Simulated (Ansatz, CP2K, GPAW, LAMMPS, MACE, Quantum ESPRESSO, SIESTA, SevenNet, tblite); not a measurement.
# Amorphous Si0.9Ge0.1 (94 atoms) in other programs, against a plane-wave reference

How near do other programs and methods come to a plane-wave reference for amorphous Si0.9Ge0.1 (94 atoms)? A plane-wave run serves as the reference.

Main program and level: Quantum ESPRESSO 7.5; Kohn-Sham DFT, PBE, SSSP efficiency 1.3.0 pseudopotentials, plane waves.

**1. Set-up**

The cell holds 94 atoms: 85 Si and 9 Ge. Cell: a = 12.402 Å, b = 12.402 Å, c = 12.402 Å, α = 90.0°, β = 90.0°, γ = 90.0°. 94 atoms (85 Si, 9 Ge) placed at random at 2.65 g/cm³, melted at 3500 K for 10 ps at fixed volume with the Tersoff potential (Tersoff, Phys. Rev. B 39, 5566 (1989)). Quenched from 3500 K to 700 K at 3 K/ps and fixed volume, held 5 ps.

**2. Plane-wave reference**

Contents of pw.in:

```
&control
  calculation = 'scf'
  pseudo_dir = './pseudo'
  outdir = './tmp'
  disk_io = 'none'
  tprnfor = .true.
  tstress = .true.
/
&system
  ibrav = 0
  nat = 94
  ntyp = 2
  ecutwfc = 45
  ecutrho = 360
  nosym = .true.
  occupations = 'smearing'
  smearing = 'fd'
  degauss = 0.003675
/
&electrons
  conv_thr = 4.7e-07
  electron_maxstep = 100
  mixing_beta = 0.2
  mixing_mode = 'local-TF'
  diagonalization = 'david'
/
ATOMIC_SPECIES
Si 28.085 Si.upf
Ge 72.630 Ge.upf
CELL_PARAMETERS angstrom
12.40220 0.00000 0.00000
0.00000 12.40220 0.00000
0.00000 0.00000 12.40220
ATOMIC_POSITIONS crystal
Si 0.35700 0.55571 0.19102
Si 0.98309 0.88063 0.83932
Si 0.58666 0.78048 0.87200
Si 0.00745 0.78620 0.40178
Si 0.30427 0.78337 0.35892
Si 0.23376 0.41074 0.96876
Si 0.12200 0.73948 0.13605
Si 0.79206 0.46293 0.55514
Si 0.23129 0.21866 0.53449
Si 0.20544 0.63774 0.28372
Si 0.03679 0.16913 0.19044
Si 0.26117 0.98945 0.89007
[... 78 atom lines left out ...]
Ge 0.34897 0.16272 0.83894
Ge 0.88934 0.27753 0.12806
Ge 0.83495 0.75520 0.47341
Ge 0.57493 0.74633 0.05611
K_POINTS gamma
```

Run with:

```console
$ OMP_NUM_THREADS=1 mpirun -np 4 pw.x -in pw.in > output.txt
```

What it wrote:

```text
Program PWSCF
     gamma-point specific algorithms are used
     one sub-group per band group will be used
     scalapack distributed-memory algorithm (size of sub-group:  2*  2 procs)
     Parallelization info
     sticks:   dense  smooth     PW     G-vecs:    dense   smooth      PW
     Min        3932    1965    491               371092   131228   16424
     Max        3933    1968    494               371096   131229   16426
     Sum       15729    7869   1969              1484373   524913   65699
     bravais-lattice index     =            0
     lattice parameter (alat)  =      23.4368  a.u.
     unit-cell volume          =   12873.3860 (a.u.)^3
     number of atoms/cell      =           94
     number of atomic types    =            2
[... lines left out ...]
     scf convergence threshold =      4.7E-07
[... lines left out ...]
     number of k points=     1  Fermi-Dirac smearing, width (Ry)=  0.0037
[... lines left out ...]
     total energy              =   -2891.92353452 Ry
[... lines left out ...]
     total energy              =   -2891.25960291 Ry
[... lines left out ...]
     total energy              =   -2891.49417531 Ry
[... lines left out ...]
     c_bands:  2 eigenvalues not converged
[... lines left out ...]
     total energy              =   -2891.51344198 Ry
[... lines left out ...]
     total energy              =   -2891.51344200 Ry
[... lines left out ...]
          k = 0.0000 0.0000 0.0000 ( 32850 PWs)   bands (ev):
   -18.1440 -18.1077 -18.1010 -18.0920 -18.0895 -17.9885 -17.9802 -17.9512
   -17.9445 -17.9338 -17.9236 -17.9137 -17.8997 -17.8985 -17.8928 -17.8920
   -17.8856 -17.8841 -17.8660 -17.8583 -17.8377 -17.8262 -17.8078 -17.7974
[...]
8.4688   8.4961   8.5160   8.5472   8.5943   8.6359   8.6608   8.7269
     8.7607   8.7842   8.8304   8.8651   8.9210   8.9645   8.9849   9.0006
     the Fermi energy is     6.4891 ev
!    total energy              =   -2891.51344200 Ry
     estimated scf accuracy    <       0.00000013 Ry
     smearing contrib. (-TS)   =      -0.01760212 Ry
     internal energy E=F+TS    =   -2891.49583988 Ry
     The total energy is F=E-TS. E is the sum of the following terms:
     one-electron contribution =   -1607.26994305 Ry
     hartree contribution      =    1071.58297960 Ry
     xc contribution           =   -1046.53278750 Ry
     ewald contribution        =   -1309.27608893 Ry
     convergence has been achieved in  15 iterations
     Forces acting on atoms (cartesian axes, Ry/au):
     atom    1 type  1   force =    -0.00714100   -0.03180927    0.01035226
     atom    2 type  1   force =     0.00062951    0.00933931    0.01133024
     atom    3 type  1   force =    -0.01181994    0.02491232   -0.07340917
[...]
atom   93 type  2   force =    -0.02027432   -0.01098776   -0.00836873
     atom   94 type  2   force =     0.07048575    0.01670488    0.02982580
     Total force =     0.491899     Total SCF correction =     0.000788
     Computing stress (Cartesian axis) and pressure
          total   stress  (Ry/bohr**3)                   (kbar)     P=       17.42
   0.00019112   0.00005634  -0.00004586           28.12        8.29       -6.75
   0.00005634   0.00007612   0.00011000            8.29       11.20       16.18
  -0.00004586   0.00011000   0.00008794           -6.75       16.18       12.94
     Message from routine punch:
     Nothing written, as per user request (disk_io='none')
```

Run time: 4 min. Hardware: 4 MPI ranks of Arm Neoverse V2, shared host; peak memory 6.4 GiB; 16 min of CPU time.

Banners and routine set-up lines are dropped from the logs; longer cuts are marked.

Numbers from this run:

- r.m.s. force component: 0.7531 eV/Å
- longest force: 2.572 eV/Å
- pressure: 1.742 GPa

**3. Local order**

Pair distribution functions g(r), in bins of 0.2 Å:

```tsv
r (Å)	total	Si-Si	Si-Ge	Ge-Ge
2.10	0.04	0.04	0.00	0.00
2.30	3.04	3.26	2.17	0.00
2.50	2.60	2.37	3.70	2.83
2.70	0.10	0.12	0.00	0.00
2.90	0.04	0.02	0.11	0.00
3.10	0.18	0.13	0.42	0.00
3.30	0.56	0.58	0.54	0.00
3.50	1.07	1.08	1.05	0.00
3.70	1.72	1.78	1.52	0.00
3.90	1.83	1.86	1.57	3.65
4.10	1.54	1.52	1.65	1.07
4.30	0.96	0.92	1.13	1.96
4.50	0.76	0.77	0.63	1.87
4.70	0.82	0.86	0.62	0.88
4.90	0.76	0.76	0.78	0.81
5.10	0.78	0.77	0.85	0.71
5.30	0.91	0.94	0.77	0.65
5.50	0.99	0.99	0.98	1.84
5.70	1.16	1.14	1.34	0.59
5.90	1.15	1.13	1.22	0.55
6.10	0.99	0.96	1.09	1.51
```

Bonds by pair of elements; cutoffs follow the first minimum of g(r), held within bounds set by covalent radii, and pairs that aren't listed don't count as bonded:

```tsv
pair A-B	cutoff (Å)	bonds	mean length (Å)	spread (Å)	shortest (Å)	B about A	A about B
Si-Si	2.88	157	2.39	0.101	2.18	3.69	3.69
Si-Ge	2.83	35	2.44	0.085	2.21	0.412	3.89
Ge-Ge	2.98	1	2.58	0	2.58	0.222	0.222
```

How many atoms have how many bonded neighbours:

```tsv
element	mean	4	5
Ge	4.11	8	1
Si	4.11	76	9
```

Rings of the network by King's shortest-path rule, up to 12 atoms, one path for each pair of neighbours; H, halogens, alkali and alkaline-earth atoms are left out:

```tsv
ring size (atoms)	rings	per network atom
3	1	0.011
4	6	0.064
5	52	0.553
6	78	0.83
7	40	0.426
8	11	0.117
```

**4. The ladder**

The programs:
- CP2K 2026.2: Gaussian basis with GTH pseudopotentials and a plane-wave density; labels give functional, basis (MOLOPT sets; SR short-range, UZH the newer set with its own potentials), grid cutoff/relative cutoff and solver (OT: orbital transformation; TRS4, TC2, SIGN: linear-scaling purification with its sparsity filter), or its built-in tight binding.
- GPAW 26.7.0: PAW with atomic orbitals (LCAO), plane waves or a real-space grid of spacing h.
- MACE: machine-learned potential, published weights.
- Quantum ESPRESSO 7.5: plane waves; labels (QE) give functional, pseudopotential set and cutoffs of waves/density.
- SIESTA 5.4.2: numerical atomic orbitals, whose automatically made sets are far from complete, with PseudoDojo norm-conserving potentials that we converted to its format (checked against plane waves on the same files for H, C, O, Si, Ge and Ca alone); labels give functional, basis size, energy shift and mesh cutoff.
- SevenNet: machine-learned potential, published weights.
- tblite 0.8.0: extended tight binding, driven from Python.

All use the same cell and atoms; the electronic-structure runs use the same k-mesh, and an electronic temperature of 580 K (0.05 eV) where levels are smeared.

Differences are against the plane-wave reference, forces as r.m.s. over components; share is that over the reference's r.m.s. force, slope the least-squares factor from reference forces to these. Total energies of different programs have different zeros and aren't compared.

```tsv
run	Δ force, r.m.s. (meV/Å)	share (%)	slope	Δ pressure (GPa)	cores	CPU time	memory (GiB)
reference	-	-	-	-	4	16 min	6.4
CP2K LDA, DZVP-MOLOPT-SR, 350/50 Ry, diagonalisation	81.0	10.8	0.952	-3.88	2	3 min	2.1
CP2K PBE+D3, DZVP-MOLOPT-SR, 350/50 Ry, diagonalisation	34.6	4.59	1.006	-0.732	2	3.7 min	2.3
CP2K PBE, DZVP-MOLOPT-SR, 175/50 Ry, diagonalisation (coarse)	32.4	4.30	1.013	0.0439	2	3.6 min	1.1
CP2K PBE, DZVP-MOLOPT-SR, 244/50 Ry, diagonalisation (coarse)	32.4	4.30	1.013	0.0439	2	3.4 min	1.4
CP2K PBE, DZVP-MOLOPT-SR, 350/20 Ry, diagonalisation (coarse)	37.0	4.92	1.012	0.114	2	2.4 min	2.2
CP2K PBE, DZVP-MOLOPT-SR, 350/50 Ry, diagonalisation	32.4	4.30	1.013	0.0439	2	3.7 min	2.2
CP2K PBE, DZVP-UZH, 350/50 Ry, diagonalisation	40.9	5.44	1.014	-0.0872	4	7.1 min	3.7
CP2K PBE, SZV-MOLOPT-SR, 350/50 Ry, diagonalisation (coarse)	447	59.3	1.335	6.61	1	2.1 min	2.1
CP2K PBE, TZV2P-MOLOPT (SR for Ge), 350/50 Ry, diagonalisation	25.6	3.39	1.001	-0.175	4	9.5 min	4.0
CP2K PBEsol, PBE potentials, DZVP-MOLOPT-SR, 350/50 Ry, diagonalisation	39.0	5.17	1.012	-0.652	2	3.5 min	2.2
GPAW PBE, LCAO dzp, h 0.2 Å	54.0	7.17	1.050	-	1	6.1 min	2.2
GPAW PBE, LCAO dzp, h 0.2 Å, other mixer settings	54.1	7.18	1.050	-	2	9.4 min	2.3
GPAW PBE, LCAO szp(dzp), h 0.2 Å (coarse)	149	19.7	1.113	-	1	4.7 min	2.1
GPAW RPBE, LCAO dzp, h 0.2 Å	73.7	9.79	1.073	-	1	6.4 min	2.2
MACE MP-0b2 small potential	326	43.3	0.608	-0.190	1	5.9 s	0.67
MACE MPA-0 medium potential	188	25.0	0.824	-0.018	1	7 s	0.94
QE PBE, sssp-1.3.0-efficiency, 45/360 Ry, paro	1.11	0.147	1.000	-0.0093	4	23 min	6.3
SIESTA PBE, DZ, shift 0.01 Ry, mesh 300 Ry (coarse)	193	25.6	1.140	5.96	1	3.1 min	1.2
SIESTA PBE, DZP, shift 0.01 Ry, mesh 150 Ry (coarse)	62.4	8.29	1.049	0.651	2	3.6 min	1.1
SIESTA PBE, DZP, shift 0.01 Ry, mesh 300 Ry	63.3	8.40	1.049	0.613	2	9.9 min	2.4
SIESTA PBE, SZP, shift 0.01 Ry, mesh 300 Ry (coarse)	262	34.7	1.195	5.20	1	6.9 min	1.8
SevenNet l3i5 potential	236	31.4	0.777	0.0311	1	8.4 s	1.2
tblite GFN1-xTB	296	39.3	1.123	8.21	1	10 s	0.19
tblite IPEA1-xTB	293	38.9	1.204	3.48	1	8.7 s	0.19
```

Rows marked coarse use a setting chosen to be so.

Times of the machine-learned potentials are mostly Python's start and the loading of weights.

CPU time is summed over cores on a shared host, where runs went side by side, so it is rough. Symmetry, cutoffs, thresholds, outputs and thread counts weren't matched or tuned between programs; memory under MPI is the largest rank's times the ranks.

Runs without a result: CP2K GFN1-xTB, diagonalisation (not converged, the SCF not settling).

Mean charges by element (e), by run and scheme:

```tsv
run	scheme	Si	Ge
CP2K LDA, DZVP-MOLOPT-SR, 350/50 Ry, diagonalisation	Mulliken	-0.02	+0.23
CP2K PBE+D3, DZVP-MOLOPT-SR, 350/50 Ry, diagonalisation	Mulliken	-0.04	+0.36
CP2K PBE, DZVP-MOLOPT-SR, 244/50 Ry, diagonalisation	Mulliken	-0.04	+0.36
CP2K PBE, DZVP-MOLOPT-SR, 350/50 Ry, diagonalisation	Mulliken	-0.04	+0.36
CP2K PBE, DZVP-UZH, 350/50 Ry, diagonalisation	Mulliken	+0.02	-0.15
CP2K PBE, TZV2P-MOLOPT (SR for Ge), 350/50 Ry, diagonalisation	Mulliken	+0.03	-0.30
CP2K PBEsol, PBE potentials, DZVP-MOLOPT-SR, 350/50 Ry, diagonalisation	Mulliken	-0.04	+0.35
SIESTA PBE, DZP, shift 0.01 Ry, mesh 300 Ry	Hirshfeld	0.00	+0.04
tblite GFN1-xTB	Mulliken	+0.02	-0.17
tblite IPEA1-xTB	Mulliken	+0.05	-0.50
```

Within one program, basis, potentials and functional, energies share a zero. Each run against its twin at the usual cutoff or grid and solver:

```tsv
run	twin	Δ energy (meV/atom)	Δ force, r.m.s. (meV/Å)	CPU time over the twin's
CP2K PBE, DZVP-MOLOPT-SR, 175/50 Ry, diagonalisation	DZVP-MOLOPT-SR, 350/50 Ry, diagonalisation	7.0e-4	0.067	0.98
CP2K PBE, DZVP-MOLOPT-SR, 244/50 Ry, diagonalisation	DZVP-MOLOPT-SR, 350/50 Ry, diagonalisation	-1.0e-4	0.007	0.93
CP2K PBE, DZVP-MOLOPT-SR, 350/20 Ry, diagonalisation	DZVP-MOLOPT-SR, 350/50 Ry, diagonalisation	-1.78	17.3	0.66
GPAW PBE, LCAO dzp, h 0.2 Å, other mixer settings	LCAO dzp, h 0.2 Å	1.0e-4	1.51	1.5 (this twin ran on 1 cores)
QE PBE, sssp-1.3.0-efficiency, 45/360 Ry, paro	sssp-1.3.0-efficiency, 45/360 Ry	0	1.11	1.5
SIESTA PBE, DZP, shift 0.01 Ry, mesh 150 Ry	DZP, shift 0.01 Ry, mesh 300 Ry	-3.48	1.70	0.36
```

**5. Results**

```yaml
reference_r_m_s_force_component: 0.753 eV/Å
nearest_in_forces: QE PBE, sssp-1.3.0-efficiency, 45/360 Ry, paro, 0.15 %
farthest_in_forces: CP2K PBE, SZV-MOLOPT-SR, 350/50 Ry, diagonalisation (coarse), 59 %
cheapest_electronic_structure_run_beside_the_reference: tblite IPEA1-xTB, 8.7 s of CPU time
```

With the reference's own potentials and cutoffs, another solver or threshold moves forces by 0.15 % (QE PBE, sssp-1.3.0-efficiency, 45/360 Ry, paro). The PBE runs in local orbitals, coarse settings apart, differ by 3.4 % (CP2K PBE, TZV2P-MOLOPT (SR for Ge), 350/50 Ry, diagonalisation) to 8.4 % (SIESTA PBE, DZP, shift 0.01 Ry, mesh 300 Ry); basis, grid and potentials can all enter. Tight binding differs by 39 % in each run; it is another model, with fitted parameters of its own, and the xTB methods hold dispersion. Machine-learned potentials differ by 25 % (MACE MPA-0 medium potential) to 43 % (MACE MP-0b2 small potential); they were trained on other programs' data. Among those trained on PBE data the slope goes as low as 0.61, which softening far from their training structures can give, though the reference's k-sampling is untested too. Rows with another functional or a dispersion term differ by 4.6 % (CP2K PBE+D3, DZVP-MOLOPT-SR, 350/50 Ry, diagonalisation) to 11 % (CP2K LDA, DZVP-MOLOPT-SR, 350/50 Ry, diagonalisation), which mixes the change of model with differences of basis and potentials, some of them made for another functional. IPEA1-xTB was fitted to ionisation energies and electron affinities, not to forces or charges. Runs with settings chosen to be coarse differ by 4.3 % (CP2K PBE, DZVP-MOLOPT-SR, 244/50 Ry, diagonalisation) to 59 % (CP2K PBE, SZV-MOLOPT-SR, 350/50 Ry, diagonalisation), their programs' other errors included. Of the electronic-structure runs that take under half the reference's CPU time, CP2K PBE, DZVP-MOLOPT-SR, 244/50 Ry, diagonalisation is among the nearest, at 4.3 % in 3.4 min against 16 min. SIESTA PBE, SZP, shift 0.01 Ry, mesh 300 Ry stiffens the forces by a factor of 1.19 while following their directions (correlation 0.972); the slopes of the 4 SIESTA runs lie between 1.05 and 1.19. In pressure, CP2K PBE, SZV-MOLOPT-SR, 350/50 Ry, diagonalisation misses by +6.6 GPa, at the same functional. Charges hang on model, scheme and program or settings: among these rows the mean for Ge runs from -0.50 to +0.36 e, even in sign. In the reference: levels near the Fermi energy are neither full nor empty under the smearing, so no gap is quoted. In the reference: By these cutoffs 89 % of Ge atoms have 4 and 89 % of Si atoms have 4 bonded neighbours. Periodic xTB results under one method name differ between programs and library versions. The potentials hold different valence shells: 466 electrons in the reference, 376 in CP2K with DZVP-UZH and 376 in GPAW; this bears on time and differences. GPAW's setups keep the filled d shell of Ge in the core. The reference's pressure holds the uncorrected Pulay stress of its 45 Ry basis, so small pressure differences, and their order, may be the reference's own error. Machine-learned potentials mimic data converged in k, so the reference's own k-point error enters their differences. The quench rate of 3 K/ps is many orders above laboratory rates, so the cell is likely richer in defects and strain than a real sample. The network of bonds at the start is that of the classical potential that made the cell, and needn't be the one that DFT or experiment would give. The electronic-structure runs sample only Γ, in a cell whose shortest periodic width is 12 Å, which is coarse for a cell with partly filled levels.

[Long decimals in the printed logs are rounded to 6 places.]

[Also dropped from logs without a mark: lines with file paths, logging warnings of Python, QE's lines on negative density and diagonalisation, SIESTA's first energy breakdown, zero terms and Voronoi charges.]

[Logs are printed without paths, hosts, clocks, repeated set-up lines and the standing remarks that a program may print on its own settings, such as how far it seeks lower states.]

[Hosts, paths, dates, database ids (printed as entryN), source tags and the programs' standing remarks are cut or masked in the printed files.]

[Not all failed runs are listed: runs killed by the host, ended in a Python traceback or in CONQUEST's support-function errors, and SIESTA runs with faulty potentials for Cu, Fe, Ni or Zn are left out.]
